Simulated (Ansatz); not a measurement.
# Zn on Al(100), half in the top layer, both faces: core shifts and d bands, part 3 of 4

Aim: core-level shifts, shell centres and work function of Zn on Al(100), half in the top layer, both faces.

Ansatz 0.2.0; DFT, PBE, plane-wave PAW, default files, scalar-relativistic.

So far, work function, upper face (eV): step 2 (the clean face) 4.29; step 3 (relaxation) 4.35.

## 4. Layer-resolved bands, DOS and potential (continued)

Peaks of A(k,E) at the labelled points: for each region the eleven nearest the zero at most, each over 6 % of that point's highest, less those above the energy where the solved bands run out; weight and spread sum the levels within three half widths or 0.3 eV, so near peaks share levels. Peaks of the spectral function, the first 40 of 79 rows:

| point | weight on | E (eV) | A (1/eV) | weight near the peak | rms spread of levels (eV) |
| --- | --- | --- | --- | --- | --- |
| M | total | -7.1 | 6.72 | 4.809 | 0.137 |
| M | total | -6.06 | 0.489 | 0.127 | 0.023 |
| M | total | -2.38 | 4.31 | 1.961 | 0.014 |
| M | total | -1.06 | 6.866 | 3.724 | 0.083 |
| M | total | -0.04 | 3.211 | 2.854 | 0.151 |
| M | total | 0.26 | 4.976 | 3.855 | 0.224 |
| M | total | 0.54 | 3.259 | 2.881 | 0.146 |
| M | total | 1.92 | 6.413 | 3.876 | 0.088 |
| M | total | 3.16 | 2.389 | 1.1 | 0.056 |
| M | top | -7.1 | 3.355 | 2.403 | 0.137 |
| M | top | -6.06 | 0.239 | 0.063 | 0.023 |
| M | top | -2.38 | 0.861 | 0.378 | 0.014 |
| M | top | -1.68 | 0.488 | 0.539 | 0.199 |
| M | top | -1.06 | 1.842 | 1.074 | 0.092 |
| M | top | -0.04 | 1.233 | 1.092 | 0.152 |
| M | top | 0.26 | 1.879 | 1.498 | 0.227 |
| M | top | 0.54 | 1.28 | 1.112 | 0.148 |
| M | top | 1.9 | 2.429 | 1.472 | 0.089 |
| M | top | 3.16 | 0.828 | 0.379 | 0.054 |
| M | middle | -2.38 | 2.585 | 1.205 | 0.014 |
| M | middle | -1.04 | 3.183 | 1.573 | 0.057 |
| M | middle | 0.26 | 1.216 | 0.858 | 0.212 |
| M | middle | 1.94 | 1.563 | 0.931 | 0.084 |
| M | middle | 3.16 | 0.732 | 0.34 | 0.06 |
| Γ | total | -7.26 | 4.975 | 4.925 | 0.213 |
| Γ | total | -6.9 | 5.225 | 3.953 | 0.175 |
| Γ | total | -5.92 | 2.241 | 1.014 | 0.044 |
| Γ | total | -3.66 | 1.565 | 1.026 | 0.188 |
| Γ | total | -3.28 | 0.97 | 1.026 | 0.188 |
| Γ | total | -1.96 | 1.183 | 0.493 | 0 |
| Γ | total | -1.48 | 1.222 | 0.519 | 0.001 |
| Γ | total | 1.42 | 1.951 | 0.908 | 0.009 |
| Γ | top | -7.26 | 2.428 | 2.424 | 0.214 |
| Γ | top | -6.9 | 2.585 | 1.937 | 0.175 |
| Γ | top | -5.92 | 0.823 | 0.367 | 0.05 |
| Γ | top | -3.66 | 0.666 | 0.441 | 0.189 |
| Γ | top | -3.28 | 0.424 | 0.441 | 0.189 |
| Γ | top | -1.96 | 0.448 | 0.185 | 0 |
| Γ | top | -1.48 | 0.493 | 0.211 | 0.001 |
| Γ | top | 1.42 | 0.786 | 0.366 | 0.01 |

The DOS has structure finer than the step of the table below, so its rows give means over 0.5 eV, whole bins alone (the curve runs from -12.5 to 3.12 eV). Peaks (eV: height): total -7.08: 81.7, 2.23: 13.6; Zn 3d -7.08: 77.3; Al 3p -2.08: 5.40, -0.97: 5.85, 0.93: 6.63, 2.12: 8.01; Al 3s -3.58: 2.38, -0.88: 2.53, 0.62: 2.45, 2.12: 2.78; Zn 4s -1.57: 0.844, -0.97: 1.02, -0.47: 0.810, 0.62: 0.920.

* holds the states left over by the projection beside any projected weight of its own. DOS against E, zero at the Fermi level; means over each step; values in states/eV/cell:

```csv
E (eV),total,Zn 3d,Al 3p,Al 3s,Zn 4s,Zn 4p*
-11.5,0,0,0,0,0,0
-11.0,0.0369,0,0.00616,0.0287,0.00200,3.3e-5
-10.5,1.06,7.9e-4,0.279,0.731,0.0484,0.00109
-10.0,1.42,0.00343,0.605,0.762,0.0440,0.00194
-9.5,2.29,0.0113,1.14,1.02,0.113,0.00464
-9.0,2.94,0.0369,1.57,1.18,0.145,0.00739
-8.5,2.85,0.104,1.58,1.04,0.111,0.00837
-8.0,4.46,0.542,2.31,1.37,0.231,0.0154
-7.5,23.3,18.5,2.75,1.62,0.328,0.0352
-7.0,59.3,55.0,2.73,1.31,0.269,0.0509
-6.5,7.20,3.54,2.28,1.13,0.235,0.0243
-6.0,5.55,0.594,3.08,1.51,0.330,0.0363
-5.5,5.85,0.358,3.37,1.63,0.448,0.0465
-5.0,5.86,0.211,3.54,1.64,0.406,0.0558
-4.5,6.07,0.163,3.67,1.71,0.452,0.0744
-4.0,4.81,0.0924,2.93,1.27,0.436,0.0723
-3.5,7.75,0.122,4.61,2.28,0.592,0.148
-3.0,6.62,0.0837,3.78,1.95,0.637,0.161
-2.5,7.42,0.0791,4.45,2.06,0.629,0.196
-2.0,7.98,0.0759,4.92,2.02,0.695,0.260
-1.5,7.24,0.0511,4.52,1.63,0.755,0.282
-1.0,9.03,0.0629,5.47,2.18,0.842,0.472
-0.5,8.92,0.0489,5.52,2.11,0.688,0.560
0.0,7.67,0.0360,4.70,1.56,0.682,0.689
0.5,8.63,0.0388,4.84,2.08,0.748,0.917
1.0,9.74,0.0372,5.84,2.06,0.629,1.18
1.5,7.65,0.0202,4.28,1.70,0.478,1.17
2.0,11.5,0.0293,6.54,2.37,0.529,2.00
2.5,10.5,0.0273,5.87,2.15,0.531,1.94
```

This run's widths, added to any smearing of the DOS itself: Gaussian 0.6 eV, Lorentzian 0.1 eV. Table of intensity by binding energy, zero at the Fermi level; values in % of the maximum within 13 eV:

```
binding energy (eV)  21.2 eV  40.8 eV  1486.7 eV  5950 eV
               -1.0   0.0780   0.0510     0.0587    0.214
               -0.5    0.258    0.142      0.174    0.825
                0.0     1.86    0.937       1.18     6.22
                0.5     3.66     1.86       2.33     12.2
                1.0     3.76     1.96       2.47     13.2
                1.5     3.30     1.77       2.22     11.9
                2.0     3.47     1.85       2.36     12.3
                2.5     3.38     1.83       2.35     12.0
                3.0     3.25     1.78       2.34     11.9
                3.5     3.37     1.88       2.40     11.6
                4.0     2.75     1.59       1.98     9.09
                4.5     3.04     1.83       2.22     9.50
                5.0     3.28     2.08       2.46     9.49
                5.5     3.83     2.68       3.07     10.1
                6.0     5.40     4.38       4.71     10.6
                6.5     24.9     24.2       24.4     28.0
                7.0     94.6     94.5       94.5     94.6
                7.5     53.5     53.0       53.2     56.3
                8.0     7.76     6.96       7.27     11.9
                8.5     2.59     1.89       2.16     5.92
                9.0     1.83     1.16       1.46     5.33
                9.5     1.33    0.779       1.06     4.30
               10.0    0.916    0.519      0.759     3.15
               10.5    0.629    0.353      0.563     2.43
               11.0    0.210    0.149      0.198    0.627
               11.5        -   0.0884     0.0950    0.167
               12.0        -   0.0690     0.0723    0.113
```

Maxima picked by a test of local sharpness, so broad peaks and shoulders can be missing; peaks within 0.45 eV of a curve's cut are left out. Valence peaks, by row:

| photon energy (eV) | binding energy (eV) | height (% of the maximum within 13 eV) | main shell | its share (%) |
| --- | --- | --- | --- | --- |
| 21.2 | 7.1 | 100 | Zn 3d | 98.02 |
| 40.8 | 7.1 | 100 | Zn 3d | 99.03 |
| 1487 | 7.1 | 100 | Zn 3d | 98.7 |
| 5950 | 7.1 | 100 | Zn 3d | 93.04 |
| 5950 | 3.25 | 12.15 | Al 3s | 54.58 |
| 5950 | 0.9 | 13.28 | Al 3s | 49.96 |

From the Fermi level. The planar mean, electrostatic potential by z:

```
z (Å)  planar mean, electrostatic potential (eV)
  0.0                                       4.33
  0.5                                       4.33
  1.0                                       4.33
  1.5                                       4.33
  2.0                                       4.33
  2.5                                       4.33
  3.0                                       4.33
  3.5                                       4.33
  4.0                                       4.31
  4.5                                       4.24
  5.0                                       4.01
  5.5                                       3.20
  6.0                                      0.627
  6.5                                      -5.33
  7.0                                      -7.92
  7.5                                      -5.31
  8.0                                      -1.59
  8.5                                      -5.02
  9.0                                      -6.04
  9.5                                      -5.21
 10.0                                      -2.03
 10.5                                      -4.89
 11.0                                      -6.00
 11.5                                      -5.34
 12.0                                      -2.17
 12.5                                      -4.79
 13.0                                      -6.03
 13.5                                      -5.42
 14.0                                      -1.78
 14.5                                      -4.45
 15.0                                      -7.89
 15.5                                      -6.05
 16.0                                     -0.187
 16.5                                       2.97
 17.0                                       3.93
 17.5                                       4.22
 18.0                                       4.30
 18.5                                       4.33
 19.0                                       4.33
 19.5                                       4.33
 20.0                                       4.33
 20.5                                       4.33
 21.0                                       4.33
 21.5                                       4.33
```

Shapes are the site's partial DOS without matrix elements, which overweights lines from ligand s bands. Intensity against emission energy less the core level's binding energy, zero at the Fermi level; read off at these points; values in % of the unpolarised maximum:

```
emission energy less the core level's binding energy (eV)  Zn L-alpha  Al K-beta  Al K-beta, E along x  Al K-beta, E along y  Al K-beta, E along z  Al L2,3
                                                   -12.00       0.604       1.32                  1.36                  1.34                  1.27   0.0200
                                                   -11.50       0.750       1.81                  1.87                  1.83                  1.73   0.0324
                                                   -11.00       0.956       3.09                  3.14                  3.05                  3.08    0.939
                                                   -10.50        1.26       7.79                  8.16                  7.86                  7.35     32.3
                                                   -10.00        1.75       14.2                  16.3                  15.7                  10.7     32.9
                                                    -9.50        2.59       22.9                  23.8                  22.8                  22.1     44.2
                                                    -9.00        4.20       30.7                  32.1                  30.3                  29.6     49.0
                                                    -8.50        7.92       34.9                  38.5                  35.6                  30.6     42.6
                                                    -8.00        19.4       44.7                  46.4                  43.8                  44.0     57.8
                                                    -7.50        62.6       52.9                  51.7                  51.5                  55.4     67.8
                                                    -7.08        99.4       54.5                  55.8                  53.1                  54.6     57.4
                                                    -7.00        95.7       53.7                  55.6                  52.6                  53.0     53.2
                                                    -6.50        38.5       50.8                  52.9                  51.9                  47.5     47.5
                                                    -6.00        13.5       60.2                  60.6                  60.7                  59.3     64.8
                                                    -5.50        6.70       66.6                  62.7                  62.2                  74.8     68.9
                                                    -5.00        3.99       69.9                  70.0                  69.2                  70.5     69.0
                                                    -4.50        2.67       71.4                  73.7                  73.6                  66.8     71.2
                                                    -4.00        1.90       68.6                  69.9                  71.5                  64.3     49.7
                                                    -3.50        1.48       83.2                  86.1                  88.9                  74.5     96.9
                                                    -3.00        1.16       80.4                  79.7                  84.7                  76.8     81.1
                                                    -2.50       0.952       87.7                  91.6                  95.3                  76.0     86.2
                                                    -2.17       0.848       92.8                  99.3                   105                  74.5     87.7
                                                    -2.08       0.821       93.3                  98.8                   105                  76.1     86.9
                                                    -2.00       0.796       93.1                  96.9                   104                  78.4     85.2
                                                    -1.50       0.658       91.7                  80.1                  92.1                   103     68.2
                                                    -1.00       0.574       99.7                  85.6                  96.9                   116     94.7
                                                    -0.50       0.481       94.5                  86.9                  96.0                  98.7     89.7
                                                     0.00       0.369       51.7                  43.1                  51.6                  51.9     36.8
                                                     0.50       0.283       13.2                  11.3                  13.0                  13.3    0.129
                                                     1.00       0.238       6.03                  5.38                  6.07                  6.15   0.0474
```

Sums over each group's atoms; left-over states aren't shared out by site. Site centres, by row:

| group | element | shell | occupied states | centre of occupied part (eV) | centre up to the window's top (eV) |
| --- | --- | --- | --- | --- | --- |
| layer 1 | Al | 3s | 2.458 | -4.146 | -3.029 |
| layer 1 | Al | 3p | 4.117 | -3.065 | -1.106 |
| layer 1 | Zn | 4s | 2.198 | -3.588 | -2.13 |
| layer 1 | Zn | 3d | 19.92 | -7.048 | -7.028 |
| layer 2 | Al | 3s | 3.939 | -4.83 | -2.882 |
| layer 2 | Al | 3p | 8.738 | -4.194 | -2.5 |
| layer 3 | Al | 3s | 3.739 | -4.703 | -2.739 |
| layer 3 | Al | 3p | 8.085 | -4.314 | -2.464 |
| other layers | Al | 3s | 6.397 | -4.568 | -2.934 |
| other layers | Al | 3p | 12.86 | -3.832 | -1.994 |
| other layers | Zn | 4s | 2.198 | -3.588 | -2.13 |
| other layers | Zn | 3d | 19.92 | -7.048 | -7.028 |

Window up to 3.1 eV. Shell moments, by row:

| element | shell | occupied states an atom | centre of occupied part (eV) | rms width of occupied part (eV) | centre up to the window's top (eV) | rms width up to the window's top (eV) |
| --- | --- | --- | --- | --- | --- | --- |
| Al | 3s | 1.033 | -4.598 | 2.936 | -2.888 | 3.766 |
| Al | 3p | 2.112 | -3.947 | 2.691 | -2.103 | 3.461 |
| Zn | 4s | 1.099 | -3.588 | 2.545 | -2.13 | 3.17 |
| Zn | 3d | 9.96 | -7.048 | 0.5238 | -7.028 | 0.6638 |
| Zn | 4p* | 0.3563 | -1.995 | 1.924 | 0.9927 | 2.04 |

Shapes are the site's partial DOS without matrix elements, which overweights lines from ligand s bands. Emission peaks, by row:

```csv
line,energy (eV),height (%)
Zn L-alpha,-7.1,100
Al K-beta,-7.25,55.39
Al K-beta,-4.75,71.63
Al K-beta,-3.45,83.62
Al K-beta,-2.05,93.37
Al K-beta,-0.95,100
"Al K-beta, E along x",-7.1,55.81
"Al K-beta, E along x",-4.7,74.65
"Al K-beta, E along x",-3.55,86.46
"Al K-beta, E along x",-2.15,99.44
"Al K-beta, E along x",-0.65,89.54
"Al K-beta, E along y",-7.25,54.1
"Al K-beta, E along y",-5.75,62.63
"Al K-beta, E along y",-4.65,74.06
"Al K-beta, E along y",-3.45,89.19
"Al K-beta, E along y",-2.1,105.2
"Al K-beta, E along y",-0.75,98.41
"Al K-beta, E along z",-7.3,57.22
"Al K-beta, E along z",-5.35,75.84
"Al K-beta, E along z",-4.3,67.97
"Al K-beta, E along z",-3.25,77.48
"Al K-beta, E along z",-2.7,77.54
"Al K-beta, E along z",-1.05,116.7
"Al L2,3",-7.35,74.54
"Al L2,3",-5.85,71.32
"Al L2,3",-4.85,72.66
"Al L2,3",-4.4,73.2
"Al L2,3",-3.5,97.45
"Al L2,3",-2.6,86.73
"Al L2,3",-2.2,87.7
"Al L2,3",-0.9,100
```

Table of broadened DOS, unweighted empty DOS by E, zero at the Fermi level; read off at these points:

```
E (eV)  broadened DOS, unweighted empty DOS (states/eV/cell)
 -0.93                                               0.00143
 -0.72                                                0.0199
 -0.62                                                0.0606
 -0.42                                                 0.377
 -0.23                                                  1.42
 -0.12                                                  2.31
 -0.03                                                  3.40
  0.07                                                  4.57
  0.28                                                  6.71
  0.38                                                  7.58
  0.57                                                  8.87
  0.78                                                  9.52
  0.88                                                  9.58
  1.07                                                  9.20
  1.27                                                  8.52
  1.38                                                  8.27
  1.57                                                  8.37
  1.77                                                  9.40
  1.88                                                  10.1
  2.08                                                  11.3
  2.17                                                  11.5
  2.27                                                  11.5
  2.38                                                  11.1
  2.58                                                  9.88
```

The spectra weight each projected shell by its atomic cross section (Dirac–Hartree–Slater) and angular factor, for unpolarised light with the analyser at 45° from the beam. Broadening, on top of any smearing of the DOS itself: a Gaussian of 0.6 eV and a Lorentzian of 0.1 eV plus 0 times the binding energy (full widths), Fermi edge at 300 K. Each atom is damped by exp[−depth/(λ cos θ)], θ = 0° from the normal, λ from the universal curve. Curves are cut 10 eV under the photon energy, above any shell that the free atom's threshold puts out of reach, or at the lower edge of the window: 11.2 eV at 21.2 eV, 12.5 eV at 40.8 eV, 12.5 eV at 1486.7 eV and 12.5 eV at 5950 eV. A star in tables and legends marks shells that hold the states left over by the projection (1.5 % of the filled ones), a stand-in for orbitals that the files don't project on. Dipole terms alone, which is rough above 3 keV; no background, satellites or final-state effects.

How the area divides among the shells (%):

```csv
shell,21.2 eV,40.8 eV,1486.7 eV,5950 eV
Al 3s,8.8,4.2,9.2,29.6
Al 3p,11.2,6.7,2.5,2.4
Zn 4s,0.3,0.4,2.9,17.9
Zn 3d,79.1,88.6,85.1,49.4
```

Regions along c: top from 12.6 to 19.2 Å, middle from 9.5 to 12.6 Å.

States with weight above 0.08 nearest the zero at M of the zone, within the window kept, -8.0 to 3.3 eV (levels that the program groups as degenerate share a row):

```
E (eV)  weight, total  weight, top  weight, middle
 -1.70           0.24         0.11            0.02
 -1.23           0.98         0.41            0.16
 -1.05           0.99         0.14            0.72
 -1.04           0.76         0.30            0.15
 -1.03           0.99         0.22            0.54
 -0.06           0.97         0.39            0.20
  0.25           0.99         0.37            0.25
  0.26           0.89         0.34            0.21
  0.56           0.97         0.39            0.19
  1.32           0.14         0.05            0.04
```

States with weight above 0.08 nearest the zero at Γ of the zone, within the window kept, -8.0 to 3.3 eV (levels that the program groups as degenerate share a row):

| E (eV) | weight, total | weight, top | weight, middle |
| --- | --- | --- | --- |
| -6.90 | 0.50 | 0.25 | 0.00 |
| -6.88 | 0.49 | 0.25 | 0.00 |
| -6.88 | 0.49 | 0.25 | 0.00 |
| -5.92 | 0.91 | 0.32 | 0.28 |
| -3.67 | 0.67 | 0.28 | 0.10 |
| -3.27 | 0.34 | 0.15 | 0.04 |
| -1.97 | 0.49 | 0.18 | 0.12 |
| -1.49 | 0.52 | 0.21 | 0.10 |
| 0.52 | 0.11 | 0.04 | 0.03 |
| 1.42 | 0.89 | 0.36 | 0.17 |

States with weight above 0.08 nearest the zero at X of the zone, within the window kept, -8.0 to 3.3 eV (levels that the program groups as degenerate share a row):

| E (eV) | weight, total | weight, top | weight, middle |
| --- | --- | --- | --- |
| -3.38 | 0.95 | 0.35 | 0.25 |
| -1.75 | 0.97 | 0.35 | 0.28 |
| -1.70 | 0.76 | 0.24 | 0.27 |
| -1.04 | 0.24 | 0.09 | 0.06 |
| 0.26 | 0.11 | 0.04 | 0.02 |
| 0.50 | 0.97 | 0.41 | 0.14 |
| 1.32 | 0.86 | 0.36 | 0.13 |
| 1.99 | 0.12 | 0.04 | 0.04 |
| 2.15 | 0.92 | 0.35 | 0.22 |
| 3.31 | 0.83 | 0.33 | 0.17 |

The largest force component on a free atom is 0.089 eV/Å, so the geometry isn't quite at rest for these settings. At the Fermi level the DOS is 7.60 states/eV a cell, and on the broadened curves Al 3p holds 60 % of the total there.

(Part 3 of 4 ends here.)

[Logs are printed without paths, hosts, clocks, repeated set-up lines and the standing remarks that a program may print on its own settings, such as how far it seeks lower states.]

[Hosts, paths, dates, database ids (printed as entryN), source tags and the programs' standing remarks are cut or masked in the printed files.]

[Maps of the electrostatic potential energy from Ansatz leave out the sawtooth potential of an applied field or a dipole correction, so their vacuum need not be flat; work functions include it.]
